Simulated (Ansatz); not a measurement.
# SnO2 (Cassiterite): band gap by G0W0 on PBE

Wanted: the gap of SnO2 (Cassiterite) with a many-body correction, and the time that it takes.

Main program and level: Ansatz 0.2.0; PBE, then G0W0 on it, plane waves, PAW.

**The experiments to reproduce.**

- Gap 3.6 eV: experimental gap quoted from earlier work; bulk crystal (quoted in “Study on the Photocatalytic Properties of Flower-Shaped SnO2”, 2022, pmc:9565917).

## Step 1: Starting point

The structure is tetragonal, space group P4_2/mnm (No. 136). Conventional cell: a = 4.738 Å, b = 4.738 Å, c = 3.187 Å, α = 90.00°, β = 90.00°, γ = 90.00°. Nearest to Sn lie 6 O at 2.05 to 2.06 Å. Nearest to O lie 3 Sn at 2.05 to 2.06 Å. Farther neighbours and most contacts between anions are not listed.

The cell and positions come from the Crystallography Open Database and are kept as given unless a step says otherwise. The default PAW set here is soft_2. Its files were made with PBE.

## Step 2: The PBE band structure

Levels along a band path and on the mesh show where this functional puts the band edges.

This step: DFT, PBE, plane waves, PAW.

Contents of input.yaml:

```yaml
crystal:
  lattice:
    - [4.738, 0.0, 0.0]
    - [0.0, 4.738, 0.0]
    - [0.0, 0.0, 3.1865]
  atoms:
    - { symbol: Sn, position: [0.0, 0.0, 0.0] }
    - { symbol: Sn, position: [0.5, 0.5, 0.5] }
    - { symbol: O, position: [0.3071, 0.3071, 0.0] }
    - { symbol: O, position: [0.1929, 0.8071, 0.5] }
    - { symbol: O, position: [0.6929, 0.6929, 0.0] }
    - { symbol: O, position: [0.8071, 0.1929, 0.5] }
kpoints:
  mp_grid: { grid: [6, 6, 8] }
  band_path:
    path:
      - [[0.0, 0.0, 0.0], [0.0, 0.5, 0.0], [0.5, 0.5, 0.0], [0.0, 0.0, 0.0], [0.0, 0.0, 0.5], [0.0, 0.5, 0.5], [0.5, 0.5, 0.5], [0.0, 0.0, 0.5]]
      - [[0.0, 0.5, 0.0], [0.0, 0.5, 0.5]]
      - [[0.5, 0.5, 0.0], [0.5, 0.5, 0.5]]
    npoints: 10
hamiltonian:
  xc: pbe
scf:
  occupations: { method: fermi_dirac, width: 0.02 }
  n_extra_bands: 6
output:
  eigenvalues: true
  forces: true
  stress: true
  write_density: true
  write_potential: true
  elf: true
  volumetric_format: npy
```

On the command line:

```console
$ ansatz run input.yaml --threads 3 --pin off --max-ram 64512MiB --backend cuda --events-out ev --progress --plain --runs-dir out --devices 1 --max-vram 24GiB  # rebuilt from the run's record
```

Numbers of over 12 decimals in the logs are rounded to 6 here.

Output:

```text
scf.n_extra_bands = 6 over 26 filled bands (N_el = 52.0): the run solves 32 bands
GPUs: using 1 of 1 available (devices: 1).
Engine: ansatz 0.2.0, x86_64-unknown-linux-gnu
Pseudopotentials: kind: paw
Pseudopotential: Sn, paw, valence charge 14, recommended cutoff 420 eV (normal), Sn.paw.azcp
Pseudopotential: O, paw, valence charge 6, recommended cutoff 420 eV (normal), O.paw.azcp
Functional definition: PBE
  parameter kappa = 0.804
  parameter beta = 0.066725
  exchange = pbe_x(kappa = kappa, mu = beta*pi^2/3)
  correlation = pbe_c(beta = beta)
device memory: the entry about to start is reckoned to put 2.2 GiB on a device that reports 69.4 GiB free (of which the cap on the GPU budget leaves the run 24.0 GiB)
GPU FFT provider: cuFFT
GPU libraries: cuBLAS 13.8.2, cuFFT 12.4.0, cuSOLVER 12.3.4
Crystal: 6 atoms, lattice volume = 71.533 Å³
Basis set: ecut = 420 eV, 1411 PW (Γ), exchange–correlation on 64×64×48 points (8 copies of the dense FFT grid, shifted against one another)
Bands: 32, of which v1, the nominal top of the filled ones, is band 26 counted from 1 (25 counted from 0)
Symmetry: 16 space group operations
Space group: P42/mnm (ITA 136), of the structure as read, at distance tolerance 4.2e-5 Å
k-points: 50 of 288
Non-local potential: Sn, projectors of the file, l = 0: 2, l = 1: 2, l = 2: 2, l = 3: 2
Non-local potential: O, projectors of the file, l = 0: 2, l = 1: 2, l = 2: 1
PAW form: soft (Blöchl's): semilocal exchange-correlation on the pseudo side does not see the compensation charge
PAW one-centre angular grid: Sn, 590 points (default); XC on 64 Gauss nodes
PAW one-centre angular grid: O, 110 points (default); XC on 64 Gauss nodes
Initial density: superposition of atomic densities (neutral atoms: chi_scale 0, normalization atom), corrected by the library's trained network
Initial wavefunctions: pseudopotential atomic-orbital guess
GPU buffer pool allocated for 24576 grid points (all kernels)
GPU transforms: local potential and band sums: pruned to the plane-wave sphere, on 32×32×24
Functional: x = pbe(κ = 0.804, μ = 0.219515), c = pbe(β = 0.066725)
SCF iter   1: F=—  HF=-14317.837964 eV  |F-HF|=—  |Δ(HF+E_count)|=         —  Δρ=1.08e-3  dr2=2.60e-4  ethr=1.77e-3  ⟨swp⟩=6.8  Hψ=7258  notcnv=0
preconditioner: auto → Resta (q_TF=auto, 2.587 Å⁻¹)  ε∞=3.6  [insulator: Δε(μ)=1.283 eV  Ē_g=19.758 eV  σ=0.020 eV  W_gap=1.00  n_scr=18 (ndim 8)  ℏωp=31.7 eV  f_vac=0.027  D(μ)=0.00/eV (n_scr^D=0)  ε∞_Penn≈3.6]
SCF iter   2: F=—  HF=-14317.839033 eV  |F-HF|=—  |Δ(HF+E_count)|=   1.07e-3  Δρ=5.91e-4  dr2=7.77e-5  ethr=5.00e-7  ⟨swp⟩=3.0  Hψ=3748  notcnv=0  defer=44
SCF iter   3: F=—  HF=-14317.839507 eV  |F-HF|=—  |Δ(HF+E_count)|=   4.74e-4  Δρ=1.99e-4  dr2=1.95e-5  ethr=1.49e-7  ⟨swp⟩=2.8  Hψ=2770  notcnv=0  defer=44
SCF iter   4: F=—  HF=-14317.839522 eV  |F-HF|=—  |Δ(HF+E_count)|=   1.55e-5  Δρ=4.42e-5  dr2=7.62e-7  ethr=3.75e-8  ⟨swp⟩=2.0  Hψ=2128  notcnv=0  defer=44
iter 5 did not close the SCF: its close was put off for the readings that it lacked (scf_convergence_deferred on its scf_iter line)
SCF iter   5: F=-14317.839524 eV  HF=-14317.839523 eV  |F-HF|=1.92e-7  |Δ(HF+E_count)|=   1.01e-6  Δρ=1.49e-5  dr2=9.57e-8  ethr=1.46e-9  ⟨swp⟩=2.0  Hψ=2625  notcnv=0  defer=44
SCF iter   6: F=-14317.839524 eV  HF=-14317.839524 eV  |F-HF|=1.17e-8  |Δ(HF+E_count)|=   2.15e-7  Δρ=4.00e-6  dr2=6.25e-9  ethr=1.84e-10  ⟨swp⟩=10.5  Hψ=11286  notcnv=0
SCF 1 converged in 6 iterations: F = -14317.839524 eV  dr2 = 6.25e-9
  greatest PAW one-centre occupation: 0.996 electrons in one spin orbital (limit 2), on the Sn atom at site 0 (counted from 0), in its partial waves of l = 2
device memory: the entry about to start is reckoned to put 2.8 GiB on a device that reports 69.4 GiB free (of which the cap on the GPU budget leaves the run 24.0 GiB)
NSCF: frozen V_eff on 93 k-points, pencils in batches of 32, up to order 144
SCF converged after 6 iterations
Free energy (F): -14317.839524 eV
Harris-Foulkes:  -14317.839524 eV  (|F-HF|=1.17e-8)
Internal energy: -14317.839524 eV  (E = F + TS)
E sigma→0 (E₀):  -14317.839524 eV
Fermi energy:    10.167741 eV
--- Per-component energies (eV) ---
  E_band       = -114.469769
  E_kinetic    = 1085.322191
  E_local      = -2860.960733  (includes V_loc(G=0)·N_el)
  E_nonlocal   = 134.899745
  E_hartree    = 1491.154566
  E_xc         = -1054.969018
  E_vxc        = -564.083551  (∫ρ·V_xc dr)
  E_paw        = -8930.444512  (= ΣΔE_a)
  E_vpaw       = -891.967489  (= ΣTr[D̂ρ^β])
  E_aug_tail   = 0.010016  (compensation charges beyond the density's cutoff)
  E_ewald      = -4182.851779
  E_smearing   = -0.000000  (= −TS)
  E_closure    = -0.000000  (closes the sum)
  Σ components = -14317.839524   (vs F -14317.839524, Δ=0.00e0)
--- Forces (eV/Å), atoms counted from 1 ---
  atom   1  Sn    -0.00000000    -0.00000000    -0.00000000
  atom   2  Sn     0.00000000    -0.00000000     0.00000000
  atom   3  O     -0.19464805    -0.19464805     0.00000000
  atom   4  O      0.19464805    -0.19464805    -0.00000000
  atom   5  O      0.19464805     0.19464805    -0.00000000
  atom   6  O     -0.19464805     0.19464805     0.00000000
  max |Σ_I F_I| component: 2.78e-17 eV/Å
--- Stress (GPa, compression-positive) ---
       10.098216       0.000000       0.000000
        0.000000      10.098216       0.000000
        0.000000       0.000000      13.046926
  P = ⅓ Tr σ = 11.0811 GPa (110.811 kbar)
--- Band table (eV; the first three rows and the last of 50) ---
[... rows of the band table ...]
```

It took 4.2 s on 1 × NVIDIA H100 80GB HBM3 (shared by 3 runs) with 3 threads of AMD EPYC 7R13 (Zen 3), shared host; peak memory 0.98 GiB.

This step gave:

- pressure: 11.08 GPa
- filled bands: 26
- gap: 1.282 eV
- valence top at: Γ
- conduction bottom at: Γ
- least direct gap: 1.282 eV

Over mesh and path the gap is 1.282 eV, direct, at k = Γ. The pressure in this cell is 11 GPa; the cell is kept.

The electronic bands at the labelled points (eV, zero at the top of the highest nominally filled band):

| point | band 23 | band 24 | band 25 | band 26 | band 27 | band 28 | band 29 | band 30 |
| --- | --- | --- | --- | --- | --- | --- | --- | --- |
| Γ | -1.22 | -0.77 | -0.77 | 0.00 | 1.28 | 6.17 | 6.37 | 6.37 |
| halfway | -1.21 | -1.19 | -0.74 | -0.29 | 2.57 | 5.71 | 6.63 | 6.81 |
| X | -1.18 | -1.18 | -0.63 | -0.63 | 4.45 | 4.45 | 7.11 | 7.11 |
| halfway | -1.24 | -1.24 | -0.77 | -0.77 | 4.65 | 4.65 | 7.34 | 7.34 |
| M | -1.30 | -1.30 | -0.90 | -0.90 | 4.85 | 4.85 | 7.54 | 7.54 |
| halfway | -1.26 | -1.18 | -0.83 | -0.48 | 3.35 | 5.44 | 6.99 | 7.08 |
| Γ | -1.22 | -0.77 | -0.77 | 0.00 | 1.28 | 6.17 | 6.37 | 6.37 |
| halfway | -2.52 | -0.84 | -0.84 | -0.50 | 3.86 | 6.96 | 8.45 | 8.45 |
| Z | -1.65 | -1.65 | -1.26 | -1.26 | 6.24 | 6.24 | 9.79 | 9.79 |
| halfway | -1.42 | -1.42 | -1.12 | -1.12 | 6.35 | 6.35 | 8.85 | 8.85 |
| R | -1.10 | -1.10 | -0.69 | -0.69 | 6.52 | 6.52 | 8.09 | 8.09 |
| halfway | -1.02 | -1.02 | -0.98 | -0.98 | 5.55 | 5.55 | 8.73 | 8.73 |
| A | -0.97 | -0.97 | -0.83 | -0.83 | 4.94 | 4.94 | 8.90 | 8.90 |
| halfway | -1.26 | -1.25 | -1.04 | -0.97 | 5.72 | 6.25 | 8.05 | 9.93 |
| Z | -1.65 | -1.65 | -1.26 | -1.26 | 6.24 | 6.24 | 9.79 | 9.79 |
| jump to X | -1.18 | -1.18 | -0.63 | -0.63 | 4.45 | 4.45 | 7.11 | 7.11 |
| halfway | -1.26 | -1.26 | -0.83 | -0.83 | 5.60 | 5.60 | 8.79 | 8.79 |
| R | -1.10 | -1.10 | -0.69 | -0.69 | 6.52 | 6.52 | 8.09 | 8.09 |
| jump to M | -1.30 | -1.30 | -0.90 | -0.90 | 4.85 | 4.85 | 7.54 | 7.54 |
| halfway | -0.87 | -0.87 | -0.86 | -0.86 | 5.18 | 5.18 | 8.82 | 8.82 |
| A | -0.97 | -0.97 | -0.83 | -0.83 | 4.94 | 4.94 | 8.90 | 8.90 |

The electronic bands as a text plot (rows in eV, shown from -2.9 to 6.4 only):

```
    6.2 |+               ++      +++   +      + +++    ++
    5.8 | ++           ++       +       +     ++      +
    5.4 |   +        ++        +             +       +
    5.0 |         +++                    ++++       +     +++++++
    4.6 |    +++++ ++         +                    +
    4.2 |    +
    3.8 |            +       +
    3.5 |   +         +
    3.1 |
    2.7 |  +                +
    2.3 |              +
    1.9 | +             +  +
    1.5 |+               ++
    1.1 |
    0.7 |
    0.4 |
    0.0 |**            ******
   -0.4 |  ***       **      *
   -0.8 |**********************      **********    **************
   -1.2 |******************    ***********  ******** ******
   -1.6 |  **        ***   *    **********  *   *** ******
   -2.0 |    ********       *  **  *            *  **     *
   -2.4 |                    **   *       **     *            ***
   -2.7 |                    *****                *        ***
         Γ   X    M      Γ       Z    R    A     Z|X    R|M     A
```

ELF in the ab plane at fractional z = 0.000, with atoms of Sn and O within 0.2 Å of it. It is the smooth field of the valence electrons, not physical close to the nuclei.

Ten even steps from '0' (0.00) to '9' (0.83), each cell a mean:
```
00210001232210
12210004787421
22100027999842
11000038966972
00000027966983
00011114899972
01366411478741
04899851123200
15997884100000
15984796100000
13798996100011
22379983000122
01235541001220
00211100001210
```
Columns run along a (4.7 Å), rows up along b (4.7 Å). Atoms in or near the plane, at fractional coordinates: Sn at (0.00, 0.00), O at (0.31, 0.31), O at (0.69, 0.69).

Valence density in the ab plane at fractional z = 0.000, with atoms of Sn and O within 0.2 Å of it. It is the smooth field of the valence electrons, not physical close to the nuclei.

Values in e/Å³, 14 rows by 14 columns, each cell a mean:
```
11  5  1  0  0  0  0  0  0  0  0  1  3  8
 3  2  1  0  0  0  0  0  0  1  1  1  1  3
 1  0  0  0  0  0  0  0  1  3  3  1  1  1
 0  0  0  0  0  0  0  1  3  6  6  3  1  0
 0  0  0  0  0  0  0  1  3  6  6  3  1  0
 0  0  0  0  0  0  0  0  1  3  3  1  0  0
 0  0  0  0  0  0  0  0  0  1  1  0  0  0
 0  0  0  1  2  1  1  0  0  0  0  0  0  0
 0  0  1  3  5  4  1  0  0  0  0  0  0  0
 0  0  1  5  7  5  2  0  0  0  0  0  0  0
 0  0  1  3  5  3  1  0  0  0  0  0  0  0
 2  1  1  1  1  1  0  0  0  0  0  0  1  1
 7  4  1  0  0  0  0  0  0  0  0  0  2  5
15  7  2  0  0  0  0  0  0  0  0  1  3 11
```
Columns run along a (4.7 Å), rows up along b (4.7 Å). Atoms in or near the plane, at fractional coordinates: Sn at (0.00, 0.00), O at (0.31, 0.31), O at (0.69, 0.69).

(Continued in part 2 of 2.)

[Paths, hosts, dates, memory and timing lines, banners, echoed tables and standing remarks are left out of the program output.]

[Logs are printed without paths, hosts, clocks, repeated set-up lines and the standing remarks that a program may print on its own settings, such as how far it seeks lower states.]

[Runs of the session that timed out or met a known fault of the program may be left out.]

[Cells called generated may have been cut or substituted from an entry of the Crystallography Open Database or the Materials Project.]

[Hosts, paths, dates, database ids (printed as entryN), source tags and the programs' standing remarks are cut or masked in the printed files.]

[Where an RPA ε∞ is given, it is that of the G0W0 mesh and is not shown converged in it. Names of k-points follow the symmetry that the program found, which can be lower than the space group named. Band edges on a path are those of the sampled points; other points can move an edge, and change direct to indirect where valleys lie close.]

[Hybrid gaps are those of their k-mesh and are not shown converged in it.]
